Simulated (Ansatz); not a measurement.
# KBr (Fm-3m): given cell or relaxed cell?

Aim: gaps of KBr (Fm-3m) at the database cell and after a full relaxation.

Program: Ansatz 0.2.0. Level of theory: PBE, HSE06 and G0W0, plane waves, PAW. Results are calculated unless marked as measured.

## Step 1: The structure

The structure is cubic, space group Fm-3m (No. 225). The conventional cell has a = 6.600 Å, b = 6.600 Å, c = 6.600 Å, α = 90.00°, β = 90.00°, γ = 90.00°. Nearest to K lie 6 Br at 3.30 Å. Nearest to Br lie 6 K at 3.30 Å. Farther neighbours and most contacts between anions are not listed.

The cell and positions come from the Crystallography Open Database and are kept as given unless a step says otherwise. The default PAW set here is soft_2. Its files were made with PBE.

## Step 2: PBE bands at the given cell

The cheap functional maps the bands first; the places of the edges decide which points the dearer methods must see.

This step: DFT, PBE, plane waves, PAW.

Input file input.yaml:

```yaml
crystal:
  lattice:
    - [0.0, 3.3, 3.3]
    - [3.3, 0.0, 3.3]
    - [3.3, 3.3, 0.0]
  atoms:
    - { symbol: K, position: [0.0, 0.0, 0.0] }
    - { symbol: Br, position: [0.5, 0.5, 0.5] }
kpoints:
  mp_grid: { grid: [6, 6, 6] }
  band_path:
    path:
      - [[0.0, 0.0, 0.0], [0.5, 0.0, 0.5], [0.625, 0.25, 0.625]]
      - [[0.375, 0.375, 0.75], [0.0, 0.0, 0.0], [0.5, 0.5, 0.5], [0.5, 0.25, 0.75], [0.5, 0.0, 0.5]]
    npoints: 10
hamiltonian:
  xc: pbe
scf:
  occupations: { method: fermi_dirac, width: 0.02 }
  n_extra_bands: 4
output:
  eigenvalues: true
  write_density: true
  write_potential: true
  elf: true
  volumetric_format: npy
```

Run with:

```console
ansatz run input.yaml --threads 3 --pin off --max-ram 92160MiB --backend cuda --events-out ev --progress --plain --runs-dir out --devices 1 --max-vram 13GiB
```

Numbers of over 12 decimals in the logs are rounded to 6 here.

The program printed:

```text
scf.n_extra_bands = 4 over 8 filled bands (N_el = 16.0): the run solves 12 bands
GPUs: using 1 of 1 available (devices: 1).
Engine: ansatz 0.2.0, x86_64-unknown-linux-gnu
Pseudopotentials: kind: paw
Pseudopotential: K, paw, valence charge 9, recommended cutoff 420 eV (normal), K.paw.azcp
Pseudopotential: Br, paw, valence charge 7, recommended cutoff 420 eV (normal), Br.paw.azcp
Functional definition: PBE
  parameter kappa = 0.804
  parameter beta = 0.066725
  exchange = pbe_x(kappa = kappa, mu = beta*pi^2/3)
  correlation = pbe_c(beta = beta)
device memory: the entry about to start is reckoned to put 0.7 GiB on a device that reports 45.4 GiB free (of which the cap on the GPU budget leaves the run 13.0 GiB)
GPU FFT provider: cuFFT
GPU libraries: cuBLAS 13.8.2, cuFFT 12.4.0, cuSOLVER 12.3.4
Crystal: 2 atoms, lattice volume = 71.874 Å³
Basis set: ecut = 420 eV, 1411 PW (Γ)
Bands: 12, of which v1, the nominal top of the filled ones, is band 8 counted from 1 (7 counted from 0)
Symmetry: 48 space group operations
Space group: Fm-3m (ITA 225), of the structure as read, at distance tolerance 4.2e-5 Å
k-points: 16 of 216
Non-local potential: K, projectors of the file, l = 0: 3, l = 1: 2, l = 2: 2
Non-local potential: Br, projectors of the file, l = 0: 2, l = 1: 2, l = 2: 2
PAW form: soft (Blöchl's): semilocal exchange-correlation on the pseudo side does not see the compensation charge
PAW one-centre angular grid: K, 110 points (default); XC on 64 Gauss nodes
PAW one-centre angular grid: Br, 110 points (default); XC on 64 Gauss nodes
Initial density: superposition of atomic densities (neutral atoms: chi_scale 0, normalization atom), corrected by the library's trained network
Initial wavefunctions: pseudopotential atomic-orbital guess
GPU buffer pool allocated for 32768 grid points (all kernels)
GPU transforms: local potential and band sums: pruned to the plane-wave sphere, on 30×32×32
Functional: x = pbe(κ = 0.804, μ = 0.219515), c = pbe(β = 0.066725)
SCF iter   1: F=—  HF=-4324.496841 eV  |F-HF|=—  |Δ(HF+E_count)|=         —  Δρ=1.69e-4  dr2=1.12e-5  ethr=1.77e-3  ⟨swp⟩=6.4  Hψ=1298  notcnv=0
preconditioner: auto → none  [insulator: Δε(μ)=4.426 eV  Ē_g=14.771 eV  σ=0.020 eV  W_gap=1.00  n_scr=14 (ndim 8)  ℏωp=16.4 eV  f_vac=0.056  D(μ)=0.00/eV (n_scr^D=0)  ε∞_Penn≈2.2]
SCF iter   2: F=—  HF=-4324.496620 eV  |F-HF|=—  |Δ(HF+E_count)|=   2.20e-4  Δρ=2.55e-4  dr2=8.36e-5  ethr=7.03e-8  ⟨swp⟩=3.4  Hψ=642  notcnv=0
SCF iter   3: F=—  HF=-4324.496605 eV  |F-HF|=—  |Δ(HF+E_count)|=   1.59e-5  Δρ=1.44e-4  dr2=2.51e-5  ethr=7.03e-8  ⟨swp⟩=2.0  Hψ=304  notcnv=0
SCF iter   4: F=—  HF=-4324.496606 eV  |F-HF|=—  |Δ(HF+E_count)|=   1.89e-6  Δρ=3.69e-5  dr2=1.62e-6  ethr=7.03e-8  ⟨swp⟩=2.0  Hψ=304  notcnv=0
SCF iter   5: F=—  HF=-4324.496606 eV  |F-HF|=—  |Δ(HF+E_count)|=   3.20e-7  Δρ=1.60e-5  dr2=3.14e-7  ethr=1.01e-8  ⟨swp⟩=2.0  Hψ=238  notcnv=0
SCF iter   6: F=-4324.496606 eV  HF=-4324.496606 eV  |F-HF|=6.13e-8  |Δ(HF+E_count)|=   9.24e-8  Δρ=7.62e-6  dr2=7.37e-8  ethr=6.25e-10  ⟨swp⟩=1.0  Hψ=526  notcnv=0
SCF 1 converged in 6 iterations: F = -4324.496606 eV  dr2 = 7.37e-8
[...]
device memory: the entry about to start is reckoned to put 1.0 GiB on a device that reports 44.5 GiB free (of which the cap on the GPU budget leaves the run 13.0 GiB)
NSCF: frozen V_eff on 62 k-points, pencils in batches of 32, up to order 56
SCF converged after 6 iterations
Free energy (F): -4324.496606 eV
Harris-Foulkes:  -4324.496606 eV  (|F-HF|=6.13e-8)
Internal energy: -4324.496606 eV  (E = F + TS)
E sigma→0 (E₀):  -4324.496606 eV
Fermi energy:    3.298836 eV
--- Per-component energies (eV) ---
  E_band       = -133.512535
  E_kinetic    = 388.473532
  E_local      = -838.837861  (includes V_loc(G=0)·N_el)
  E_nonlocal   = 82.864901
  E_hartree    = 272.000585
  E_xc         = -400.626087
  E_vxc        = -269.646362  (∫ρ·V_xc dr)
  E_paw        = -3028.385826  (= ΣΔE_a)
  E_vpaw       = -40.364717  (= ΣTr[D̂ρ^β])
  E_aug_tail   = -0.000004  (compensation charges beyond the density's cutoff)
  E_ewald      = -799.985846
  E_smearing   = -0.000000  (= −TS)
  E_closure    = 0.000000  (closes the sum)
  Σ components = -4324.496606   (vs F -4324.496606, Δ=0.00e0)
--- Band table (eV; the first three rows and the last of 16) ---
  k-point 0: bands = [... 4 lower, -10.1841, 1.0689, 1.0689, 1.0689, 5.5046, 8.6735, 8.6735, 8.6735]
  k-point 1: bands = [... 4 lower, -10.1156, 0.7036, 0.9803, 0.9803, 6.1605, 8.5336, 8.9963, 8.9963]
  k-point 2: bands = [... 4 lower, -9.9925, 0.1311, 0.8139, 0.8139, 7.2681, 8.7874, 9.8578, 9.8578]
  k-point 15: bands = [... 4 lower, -10.1192, 0.3623, 0.5928, 0.6211, 7.6652, 8.9937, 9.3619, 10.2985]
```

The job ended after 9.3 s (1 × NVIDIA H100 80GB HBM3 (shared by 6 runs) with 3 threads of AMD EPYC 7R13 (Zen 3), shared host; peak memory 0.9 GiB).

Numbers from this step:

| Quantity | Value |
| --- | --- |
| filled bands | 8 |
| gap | 4.436 eV |
| valence top at | Γ |
| conduction bottom at | Γ |
| least direct gap | 4.436 eV |

The gap is direct, at Γ.

## Step 3: The relaxed cell

Cell and ions were relaxed with PBE; that run is not shown. It left this cell:

Symmetry: Fm-3m, No. 225, cubic system. The conventional cell has a = 6.701 Å, b = 6.701 Å, c = 6.701 Å, α = 90.00°, β = 90.00°, γ = 90.00°. Nearest to K lie 6 Br at 3.35 Å. Br has 6 K at 3.35 Å nearest. Farther neighbours and most contacts between anions are not listed.

## Step 4: PBE at the relaxed cell

The cell differs from the one that the last finished run ended in (a 4.667 → 4.738 Å, b 4.667 → 4.738 Å, c 4.667 → 4.738 Å).

input.yaml, the sections that differ from step 2:

```yaml
crystal:
  lattice:
    - [0.0, 3.3504491013, 3.3504491013]
    - [3.3504491013, 0.0, 3.3504491013]
    - [3.3504491013, 3.3504491013, 0.0]
  atoms:
    - { symbol: K, position: [0.0, 0.0, 0.0] }
    - { symbol: Br, position: [0.5, 0.5, 0.5] }
output:
  eigenvalues: true
# kpoints, hamiltonian, scf: as in step 2
```

The program printed:

```text
[...]
GPUs: using 1 of 1 available (devices: 1).
[...]
GPU FFT provider: cuFFT
GPU libraries: cuBLAS 13.8.2, cuFFT 12.4.0, cuSOLVER 12.3.4
Crystal: 2 atoms, lattice volume = 75.221 Å³
Basis set: ecut = 420 eV, 1459 PW (Γ)
Bands: 12, of which v1, the nominal top of the filled ones, is band 8 counted from 1 (7 counted from 0)
Symmetry: 48 space group operations
[...]
k-points: 16 of 216
[...]
E sigma→0 (E₀):  -4324.504101 eV
Fermi energy:    2.940694 eV
[...]
--- Band table (eV; the first three rows and the last of 16) ---
  k-point 0: bands = [... 4 lower, -10.5794, 0.7699, 0.7699, 0.7699, 5.0863, 8.3603, 8.3603, 8.3603]
  k-point 1: bands = [... 4 lower, -10.5156, 0.4328, 0.6910, 0.6910, 5.7142, 8.2111, 8.6686, 8.6686]
  k-point 2: bands = [... 4 lower, -10.4025, -0.0981, 0.5422, 0.5422, 6.8296, 8.3818, 9.4899, 9.4899]
  k-point 15: bands = [... 4 lower, -10.5182, 0.1059, 0.3321, 0.3500, 7.3641, 8.5083, 8.9420, 9.8230]
[key lines of the parts left out:]
SCF converged after 6 iterations
Free energy (F): -4324.504101 eV
```

Wall time 9.4 s (1 × NVIDIA H100 80GB HBM3 (shared by 6 runs) with 3 threads); peak memory 0.87 GiB.

Numbers from this step:

| Property | Result |
| --- | --- |
| gap | 4.316 eV |
| valence top at | Γ |
| conduction bottom at | Γ |
| least direct gap | 4.316 eV |

The gap is direct, at Γ.

## Step 5: HSE06 at the relaxed cell

The screened hybrid is the usual rung above semilocal functionals: a quarter of exact exchange, cut off beyond a few ångström.

This step: DFT, HSE06, plane waves, PAW.

input.yaml, the sections that differ from step 4:

```yaml
kpoints:
  mp_grid: { grid: [4, 4, 4] }
  band_path:
    path:
      - [0.0, 0.0, 0.0]
      - [0.5, 0.0, 0.5]
      - [0.625, 0.25, 0.625]
      - [0.375, 0.375, 0.75]
      - [0.5, 0.5, 0.5]
      - [0.5, 0.25, 0.75]
    npoints: 1
hamiltonian:
  xc: hse06
scf:
  occupations: { method: fixed }
  n_extra_bands: 4
# crystal, output: as in step 4
```

The program printed:

```text
[...]
GPUs: using 1 of 1 available (devices: 1).
[...]
davidson cushion auto → on  (no smearing: the cushion is to keep the highest requested band from converging to the state above it; pin scf.eigensolver.cushion to override)
[...]
GPU FFT provider: cuFFT
GPU libraries: cuBLAS 13.8.2, cuFFT 12.4.0, cuSOLVER 12.3.4
Crystal: 2 atoms, lattice volume = 75.221 Å³
Basis set: ecut = 420 eV, 1459 PW (Γ)
[...]
E sigma→0 (E₀):  -4327.406094 eV
Fermi energy:    -0.087026 eV
[...]
--- Band table (eV; the first three rows and the last of 8) ---
  k-point 0: bands = [... 4 lower, -12.2527, -0.0870, -0.0870, -0.0870, 5.3856, 8.8539, 8.8539, 8.8539]
  k-point 1: bands = [... 4 lower, -12.1275, -0.7226, -0.2464, -0.2464, 6.6170, 8.6268, 9.5663, 9.5663]
  k-point 2: bands = [... 4 lower, -12.0153, -1.2268, -0.3958, -0.3958, 7.5510, 9.3066, 11.1254, 11.1254]
  k-point 7: bands = [... 4 lower, -12.1615, -0.6699, -0.6699, -0.6000, 8.4930, 8.4930, 9.3098, 10.2190]
[key lines of the parts left out:]
Free energy (F): -4327.406094 eV
```

It took 19 s on 1 × NVIDIA H100 80GB HBM3 (shared by 6 runs) with 3 threads; peak memory 1 GiB; 16 s of CPU time.

Numbers from this step:

```
gap                  : 5.473 eV
valence top at       : Γ
conduction bottom at : Γ
least direct gap     : 5.473 eV
```

The gap stands +1.16 eV against PBE.

## Step 6: G0W0 at the relaxed cell

Now the one-shot GW correction: screening in the RPA, then the self-energy of the levels asked for.

This step: G0W0 on PBE, plane waves, PAW.

Input file input.yaml:

```yaml
crystal:
  lattice:
    - [0.0, 3.3504491013, 3.3504491013]
    - [3.3504491013, 0.0, 3.3504491013]
    - [3.3504491013, 3.3504491013, 0.0]
  atoms:
    - { symbol: K, position: [0.0, 0.0, 0.0] }
    - { symbol: Br, position: [0.5, 0.5, 0.5] }
kpoints:
  mp_grid: { grid: [4, 4, 4] }
hamiltonian:
  xc: pbe
scf:
  occupations: { method: fixed }
gw:
  n_empty_bands: 224
  ecut_chi: 120
  qp_bands: [v2, c2]
  qp_kpoints: band_edges
  screening: { model: contour_deformation }
```

The program printed:

```text
GPUs: using 1 of 1 available (devices: 1).
[...]
GPU FFT provider: cuFFT
GPU libraries: cuBLAS 13.8.2, cuFFT 12.4.0, cuSOLVER 12.3.4
Crystal: 2 atoms, lattice volume = 75.221 Å³
Basis set: ecut = 420 eV, 1459 PW (Γ)
Bands: 12, of which v1, the nominal top of the filled ones, is band 8 counted from 1 (7 counted from 0)
Symmetry: 48 space group operations
[...]
k-points: 8 of 64
[...]
1    10      8.2072    -4.0650    -3.2296    -8.3654  0.8463     9.2913     9.2781  root
[...]
7     7      0.2205   -18.5242     2.1168   -14.4228  0.7992    -1.8279    -1.7641  root
     7     8      0.2790   -18.5132     2.0875   -14.4647  0.7986    -1.7438    -1.6819  root
     7     9      8.1026    -4.1052    -3.1823    -8.2725  0.8456     9.0988     9.0876  root
     7    10      8.1026    -4.1052    -3.1823    -8.2725  0.8456     9.0988     9.0876  root
[key lines of the parts left out:]
SCF converged after 6 iterations
Free energy (F): -4324.503742 eV
Fermi energy:    0.770540 eV
```

Elapsed: 20 s, on 1 × NVIDIA H100 80GB HBM3 (shared by 6 runs) with 3 threads; peak memory 1.1 GiB.

Numbers from this step:

- bands summed: 232
- RPA ε∞ on this mesh (eigenvalues): 2.314, 2.314, 2.314
- plane waves in the screening matrix: 229
- G0W0 gap on the mesh: 6.830 eV
- k of the valence top: 0, 0, 0
- k of the conduction bottom: 0, 0, 0
- starting gap on the mesh: 4.316 eV
- least direct G0W0 gap on the computed points: 6.830 eV

The gap on the mesh goes from 4.32 eV to 6.83 eV, a correction of +2.51 eV. Between the two edge states, bare exchange in place of the xc potential would open the gap by 7.43 eV, and correlation takes back 4.92 eV.

## Step 7: G0W0 at the given cell

input.yaml, the sections that differ from step 6:

```yaml
crystal:
  lattice:
    - [0.0, 3.3, 3.3]
    - [3.3, 0.0, 3.3]
    - [3.3, 3.3, 0.0]
  atoms:
    - { symbol: K, position: [0.0, 0.0, 0.0] }
    - { symbol: Br, position: [0.5, 0.5, 0.5] }
gw:
  n_empty_bands: 214
  ecut_chi: 120
  qp_bands: [v2, c2]
  qp_kpoints: band_edges
  screening: { model: contour_deformation }
# kpoints, hamiltonian, scf: as in step 6
```

The program printed:

```text
GPUs: using 1 of 1 available (devices: 1).
[...]
GPU FFT provider: cuFFT
GPU libraries: cuBLAS 13.8.2, cuFFT 12.4.0, cuSOLVER 12.3.4
Crystal: 2 atoms, lattice volume = 71.874 Å³
Basis set: ecut = 420 eV, 1411 PW (Γ)
Bands: 12, of which v1, the nominal top of the filled ones, is band 8 counted from 1 (7 counted from 0)
Symmetry: 48 space group operations
[...]
k-points: 8 of 64
[...]
1    10      8.5566    -4.2302    -3.2977    -8.5939  0.8459     9.6351     9.6226  root
[...]
7     7      0.4832   -18.6170     2.1341   -14.5097  0.8009    -1.5497    -1.4900  root
     7     8      0.5329   -18.5711     2.1059   -14.5149  0.8002    -1.4757    -1.4175  root
     7     9      8.4558    -4.2249    -3.2509    -8.4629  0.8455     9.4537     9.4429  root
     7    10      8.4558    -4.2249    -3.2509    -8.4629  0.8455     9.4537     9.4429  root
[key lines of the parts left out:]
SCF converged after 6 iterations
Free energy (F): -4324.496178 eV
Fermi energy:    1.069751 eV
```

Run time: 15 s. Hardware: 1 × NVIDIA H100 80GB HBM3 (shared by 6 runs) with 3 threads; peak memory 1.1 GiB; 13 s of CPU time.

This step gave:

```
bands summed                                 : 222
RPA ε∞ on this mesh (eigenvalues)            : 2.365, 2.365, 2.365
plane waves in the screening matrix          : 181
G0W0 gap on the mesh                         : 6.932 eV
k of the valence top                         : 0, 0, 0
k of the conduction bottom                   : 0, 0, 0
starting gap on the mesh                     : 4.435 eV
least direct G0W0 gap on the computed points : 6.932 eV
```

The gap on the mesh goes from 4.44 eV to 6.93 eV, a correction of +2.50 eV. Between the two edge states, bare exchange in place of the xc potential would open the gap by 7.49 eV, and correlation takes back 4.99 eV.

## Step 8: Together

G0W0 rows are gaps on the mesh, lowered by the amount that the mesh misses the start's edges, a rough step that assumes the same correction there.

| level | given cell (eV) | relaxed cell (eV) | change (eV) |
| --- | --- | --- | --- |
| PBE | 4.44 | 4.32 | −0.12 |
| HSE06 | - | 5.47 | - |
| G0W0@PBE | 6.93 | 6.83 | −0.10 |

## Step 9: Summary of results

```
volume change          : +4.7 %
PBE, given cell        : 4.44 eV
PBE, relaxed cell      : 4.32 eV
HSE06, relaxed cell    : 5.47 eV
G0W0@PBE, relaxed cell : 6.83 eV
G0W0@PBE, given cell   : 6.93 eV
known limits           : not at the basis limit; no spin-orbit coupling
```

What this shows: Relaxation changes the volume by +4.7 % and the gap by −0.12 eV (PBE) and −0.10 eV (G0W0@PBE). Bands and cutoff are finite, so the gap is not at the basis limit. The miss can reach some tenths of an eV and take either sign; the mesh is an error of its own. The many-body steps are scalar-relativistic: spin-orbit coupling is not in them.

[Paths, hosts, dates, memory and timing lines, banners, echoed tables and standing remarks are left out of the program output.]

[Logs are printed without paths, hosts, clocks, repeated set-up lines and the standing remarks that a program may print on its own settings, such as how far it seeks lower states.]

[Runs of the session that timed out or met a known fault of the program may be left out.]

[Cells called generated may have been cut or substituted from an entry of the Crystallography Open Database or the Materials Project.]

[Hosts, paths, dates, database ids (printed as entryN), source tags and the programs' standing remarks are cut or masked in the printed files.]
